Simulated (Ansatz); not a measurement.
# Band gap of K2YInBr6 (double perovskite (elpasolite)) (Fm-3m) from density functionals to GW, part 2 of 2

Wanted: a ladder of band gaps for K2YInBr6 (double perovskite (elpasolite)) (Fm-3m), from density functionals to G0W0.

Ansatz 0.2.0; density functionals, hybrids and G0W0, plane waves, PAW. Known limits of the many-body steps: finite bands, screening cutoff and k mesh; no spin-orbit coupling in G0W0; d shells not analysed; screening cutoff under 40 eV in some runs.

So far. Step 5 (HSE06 on the 2×2×2 mesh): Over mesh and listed points the gap is 2.760 eV, from k = (0.500, 0.500, 0.500) to k = Γ. The least direct gap found is 2.949 eV, at k = (0.500, 0.500, 0.500). HSE06 against LDA: 2.760 − 1.886 = +0.874 eV. The runs also differ in mesh (4×4×4 and 2×2×2), so how much of this comes from the functional alone is not known. Step 6 (PBE0 on the 2×2×2 mesh): Over mesh and listed points the gap is 3.452 eV, from k = (0.500, 0.500, 0.500) to k = Γ.

The structure was built from a prototype and need not be the compound's stable phase.

In doubt: masses and optical values from hybrid runs of this build are listed as unsure (step 8), which bears on the screening that GW takes from such a start.

### Step 7. G0W0@LDA, 2×2×2 mesh, 1109 empty bands, screening to 120 eV

G0W0 replaces the xc potential by a self-energy built once from the orbitals of the start. Levels are corrected in the window of bands that the input names, at points of the mesh.

This step: G0W0 on LDA, plane waves, PAW.

File input.yaml:

```yaml
crystal:
  lattice:
    - [0.0, 5.7062557021, 5.7062557021]
    - [5.7062557021, 0.0, 5.7062557021]
    - [5.7062557021, 5.7062557021, 0.0]
  atoms:
    - { symbol: K, position: [0.25, 0.25, 0.25] }
    - { symbol: K, position: [0.75, 0.75, 0.75] }
    - { symbol: In, position: [0.0, 0.0, 0.0] }
    - { symbol: "Y", position: [0.5, 0.5, 0.5] }
    - { symbol: Br, position: [0.2615945249, 0.7384054751, 0.7384054751] }
    - { symbol: Br, position: [0.2615945249, 0.7384054751, 0.2615945249] }
    - { symbol: Br, position: [0.7384054751, 0.2615945249, 0.7384054751] }
    - { symbol: Br, position: [0.7384054751, 0.2615945249, 0.2615945249] }
    - { symbol: Br, position: [0.7384054751, 0.7384054751, 0.2615945249] }
    - { symbol: Br, position: [0.2615945249, 0.2615945249, 0.7384054751] }
kpoints:
  mp_grid: { grid: [2, 2, 2] }
hamiltonian:
  xc: lda
scf:
  occupations: { method: fixed }
gw:
  n_empty_bands: 1109
  ecut_chi: 120.0
  qp_bands: [v3, c3]
  qp_kpoints: band_edges
  screening: { model: contour_deformation }
```

Launch:

```
$ ansatz run input.yaml --threads 4 --pin off --max-ram 17510MiB --backend cpu --events-out ev --progress --plain --runs-dir out
```

Numbers of over 12 decimals in the logs are rounded to 6 here.

What it wrote:

```text
[...]
Crystal: 10 atoms, lattice volume = 371.607 Å³
Basis set: ecut = 420 eV, 7343 PW (Γ)
Bands: 52, of which v1, the nominal top of the filled ones, is band 42 counted from 1 (41 counted from 0)
Symmetry: 48 space group operations
[...]
k-points: 3 of 8
[...]
1    42      3.3491   -17.8344     0.6863   -16.4629  0.7785     2.6560     2.6640  root
[...]
2    42      2.5458   -16.9761     0.5754   -15.8169  0.7695     1.9537     1.9620  root
     2    43      5.8480    -7.2477    -4.7141   -13.0118  0.7706     6.9260     6.8980  root
     2    44      6.3747    -8.8137    -4.9842   -14.9107  0.7553     7.5225     7.4874  root
     2    45      6.3747    -8.8137    -4.9842   -14.9107  0.7553     7.5225     7.4874  root
[key lines of the parts left out:]
SCF converged after 7 iterations
Free energy (F): -28372.905736 eV
Fermi energy:    3.349094 eV
```

Elapsed: 5.4 min, on 4 threads of Arm Neoverse V1, shared host; peak memory 7 GiB.

Numbers from this step:

```yaml
bands_summed: 1151
rpa_eps_infinity_on_this_mesh_eigenvalues: 3.970, 3.970, 3.970
plane_waves_in_the_screening_matrix: 1067
g0w0_gap_over_the_corrected_points: 3.274 eV
k_of_the_valence_top: 0, 0, -0.5
k_of_the_conduction_bottom: 0, 0, 0
starting_gap_on_the_mesh: 1.884 eV
z_at_the_valence_top: 0.7785
z_at_the_conduction_bottom: 0.8245
least_direct_g0w0_gap_over_the_corrected_points: 3.706 eV
```

Over all 3 irreducible mesh points the G0W0 gap is 3.274 eV, from k = (0.000, 0.000, -0.500) to k = Γ. The LDA gap of this run on the mesh is 1.884 eV. The two states that bound the G0W0 gap lie that far apart at the start, so the correction of the gap is 3.274 − 1.884 = +1.390 eV. The program marks 1 of the 18 corrected levels as in doubt (Σc rises), neither edge state among them.

### Step 8. G0W0@HSE06, 2×2×2 mesh, 1109 empty bands, screening to 120 eV

This step: G0W0 on HSE06, plane waves, PAW.

input.yaml: that of step 7 with these lines changed.

```diff
@@ -19,3 +19,3 @@
 hamiltonian:
-  xc: lda
+  xc: hse06
 scf:
```

What it wrote:

```text
[...]
Crystal: 10 atoms, lattice volume = 371.607 Å³
Basis set: ecut = 420 eV, 7343 PW (Γ)
Bands: 52, of which v1, the nominal top of the filled ones, is band 42 counted from 1 (41 counted from 0)
Symmetry: 48 space group operations
[...]
k-points: 3 of 8
[...]
SCF iter   1: F=—  HF=-29236.293187 eV  |F-HF|=—  |Δ(HF+E_count)|=         —  Δρ=1.49e-3  dr2=2.26e-2  ethr=1.77e-3  ⟨swp⟩=11.7  Hψ=731  notcnv=0
[...]
1    40      0.5996   -19.2461     2.1044   -16.2736  0.7900    -0.2815    -0.2684  root
     1    41      0.7010   -19.4068     2.1101   -16.4246  0.7903    -0.1838    -0.1711  root
[...]
2    42      2.6059   -16.7277     0.4396   -15.5176  0.8069     1.8279     1.8353  root
     2    43      6.7592    -6.9783    -4.2204   -11.7360  0.8056     7.3009     7.2965  root
     2    44      7.3142    -8.4139    -4.4787   -13.5013  0.7925     7.9292     7.9228  root
     2    45      7.3142    -8.4139    -4.4787   -13.5013  0.7925     7.9292     7.9228  root
[key lines of the parts left out:]
Free energy (F): -29256.420258 eV
Fermi energy:    3.380319 eV
```

Elapsed: 23 min, on 4 threads; peak memory 6.6 GiB; 89 min of CPU time.

Numbers from this step:

```yaml
bands_summed: 1151
rpa_eps_infinity_on_this_mesh_eigenvalues: 3.095, 3.095, 3.095
plane_waves_in_the_screening_matrix: 1067
g0w0_gap_over_the_corrected_points: 3.801 eV
k_of_the_valence_top: 0, 0, -0.5
k_of_the_conduction_bottom: 0, 0, 0
starting_gap_on_the_mesh: 2.760 eV
z_at_the_valence_top: 0.8126
z_at_the_conduction_bottom: 0.8540
least_direct_g0w0_gap_over_the_corrected_points: 4.208 eV
```

Over all 3 irreducible mesh points the G0W0 gap is 3.801 eV, from k = (0.000, 0.000, -0.500) to k = Γ. The HSE06 gap of this run on the mesh is 2.760 eV. The two states that bound the G0W0 gap lie that far apart at the start, so the correction of the gap is 3.801 − 2.760 = +1.041 eV. G0W0@HSE06 against G0W0@LDA with 1151 bands: 3.801 − 3.274 = +0.527 eV, with the same mesh, files and cutoffs, and both edges at the same k points.

### Step 9. Gap and time by level

Each gap is the least one over the points named; times are wall times on shared hosts, not benchmarks. A G0W0 time includes the run's own self-consistent start. Runs with listed points see these and the mesh alone, so an edge that moves elsewhere is missed. Rows marked * are further runs, not shown as steps, whose inputs differ from the G0W0 step on the same start in the columns given; solver thresholds can differ too. Symmetry makes (0.500, 0.500, 0.500) and (0.000, 0.000, -0.500) one point.

```
     level   mesh       files, cutoff  bands summed, screening                         points  gap (eV)             valence top  conduction bottom  least direct gap (eV)     time
       LDA  4×4×4  soft_2 PAW, 420 eV                        -                  mesh and path     1.886   (0.500, 0.500, 0.500)                  Γ                  2.107     10 s
   LDA+SOC  4×4×4  soft_2 PAW, 420 eV                        -         mesh and listed points     1.873   (0.500, 0.500, 0.500)                  Γ                  2.086     46 s
    r2SCAN  4×4×4  soft_2 PAW, 500 eV                        -         mesh and listed points     2.434   (0.500, 0.500, 0.500)                  Γ                  2.483     10 s
     HSE06  2×2×2  soft_2 PAW, 420 eV                        -         mesh and listed points     2.760   (0.500, 0.500, 0.500)                  Γ                  2.949     69 s
      PBE0  2×2×2  soft_2 PAW, 420 eV                        -         mesh and listed points     3.452   (0.500, 0.500, 0.500)                  Γ                  3.649     70 s
 G0W0@LDA*  2×2×2  soft_2 PAW, 420 eV               224, 36 eV  all 3 irreducible mesh points     2.616  (0.000, 0.000, -0.500)                  Γ                  3.289     15 s
 G0W0@LDA*  2×2×2  soft_2 PAW, 420 eV               557, 72 eV  all 3 irreducible mesh points     3.037  (0.000, 0.000, -0.500)                  Γ                  3.540     64 s
  G0W0@LDA  2×2×2  soft_2 PAW, 420 eV             1151, 120 eV  all 3 irreducible mesh points     3.274  (0.000, 0.000, -0.500)                  Γ                  3.706  5.4 min
G0W0@HSE06  2×2×2  soft_2 PAW, 420 eV             1151, 120 eV  all 3 irreducible mesh points     3.801  (0.000, 0.000, -0.500)                  Γ                  4.208   23 min
```

### Step 10. Summary of results

- LDA, over mesh and path: 1.886 eV
- LDA+SOC, over mesh and listed points: 1.873 eV
- r2SCAN, over mesh and listed points: 2.434 eV
- HSE06, over mesh and listed points: 2.760 eV
- PBE0, over mesh and listed points: 3.452 eV
- G0W0@LDA (1151 bands, 2×2×2), over all 3 irreducible mesh points: 3.274 eV
- G0W0@HSE06, over all 3 irreducible mesh points: 3.801 eV
- known limits: finite bands, screening cutoff and k mesh; no spin-orbit coupling in G0W0; d shells not analysed; screening cutoff under 40 eV in some runs

**Reading.** The rows run from 1.873 eV (LDA+SOC) to 3.801 eV (G0W0@HSE06). They differ in mesh, plane-wave cutoff, bands and screening cutoff of G0W0 and the points over which the gap was sought as well as in level, so only pairs that share these are like for like. LDA+SOC against LDA: 1.873 − 1.886 = −0.013 eV, with the same mesh, set of files (read in its fully relativistic form for the spin-orbit run) and cutoff, and both edges at the same k points. The spin-orbit run sees mesh and listed points alone, so its gap is an upper bound: the coupling can move an edge off these points, and the change over the zone, its sign included where it is small, is not known. PBE0 against HSE06: 3.452 − 2.760 = +0.692 eV, with the same mesh, files and cutoff, and both edges at the same k points. G0W0@HSE06 against G0W0@LDA with 1151 bands: 3.801 − 3.274 = +0.527 eV, with the same mesh, files and cutoffs, and both edges at the same k points. G0W0@LDA (1151 bands, 2×2×2) moves the gap of its own start on the mesh by 3.274 − 1.884 = +1.390 eV, between the same two levels. Both edges that LDA shows over mesh and path lie at k points where levels were corrected. Levels at other points were not corrected, so a lower G0W0 gap elsewhere in the zone is not ruled out. G0W0@HSE06 moves the gap of its own start on the mesh by 3.801 − 2.760 = +1.041 eV, between the same two levels. Both edges that HSE06 shows over mesh and listed points lie at k points where levels were corrected. Levels at other points were not corrected, so a lower G0W0 gap elsewhere in the zone is not ruled out. What spin-orbit coupling does to the G0W0 levels was not computed, so no sum with the G0W0 gap is formed. For G0W0@LDA: from 224 bands and 36 eV to 1151 bands and 120 eV the gap moves by 3.274 − 2.616 = +0.658 eV (rung by rung 2.616, 3.037, 3.274 eV); bands and screening cutoff rise together, so their parts are not told apart. A line in one over the bands through the two highest rungs gives 3.274 + (3.274 − 3.037) × 557 / (1151 − 557) = 3.496 eV, and through the pair below 3.037 + (3.037 − 2.616) × 224 / (557 − 224) = 3.320 eV. The two differ by 0.176 eV, not under the 0.030 eV asked, so the law does not hold well over these rungs and the limit is not known. The other G0W0 rows are shown at one basis each (1151 bands), so their distance from the limit is not known here. For G0W0@LDA (1151 bands, 2×2×2): the program marks 1 of the 18 corrected levels as in doubt (Σc rises), neither edge state among them. The G0W0 runs are scalar-relativistic. One-shot GW is known to converge slowly in bands for compounds with shallow d shells. The cell holds In; the filling of the d shell and its place against the gap were not analysed here. No pair of G0W0 runs that differ in the mesh alone is shown (2×2×2 is a supercell whose nearest images lie 16 Å apart), so the error from the mesh is not known here. G0W0 is shown with one set of atomic data (soft_2 PAW), so the error from the files is not known here. A screening cutoff under 40 eV is crude: G0W0@LDA with 224 bands at 36 eV. Failed or unusable runs of this series, left out of the table: G0W0@LDA (2×2×2 mesh, hard PAW files, 710 eV, 1644 empty bands) reached its time limit after 25 min; G0W0@PBE0 (2×2×2 mesh, soft_2 PAW files, 420 eV, 1109 empty bands) reached its time limit after 20 min.

[Paths, hosts, dates, memory and timing lines, banners, echoed tables and standing remarks are left out of the program output.]

[Logs are printed without paths, hosts, clocks, repeated set-up lines and the standing remarks that a program may print on its own settings, such as how far it seeks lower states.]

[Runs of the session that timed out or met a known fault of the program may be left out.]

[Cells called generated may have been cut or substituted from an entry of the Crystallography Open Database or the Materials Project.]

[Hosts, paths, dates, database ids (printed as entryN), source tags and the programs' standing remarks are cut or masked in the printed files.]

[Where an RPA ε∞ is given, it is that of the G0W0 mesh and is not shown converged in it. Names of k-points follow the symmetry that the program found, which can be lower than the space group named. Band edges on a path are those of the sampled points; other points can move an edge, and change direct to indirect where valleys lie close.]

[Hybrid gaps are those of their k-mesh and are not shown converged in it.]
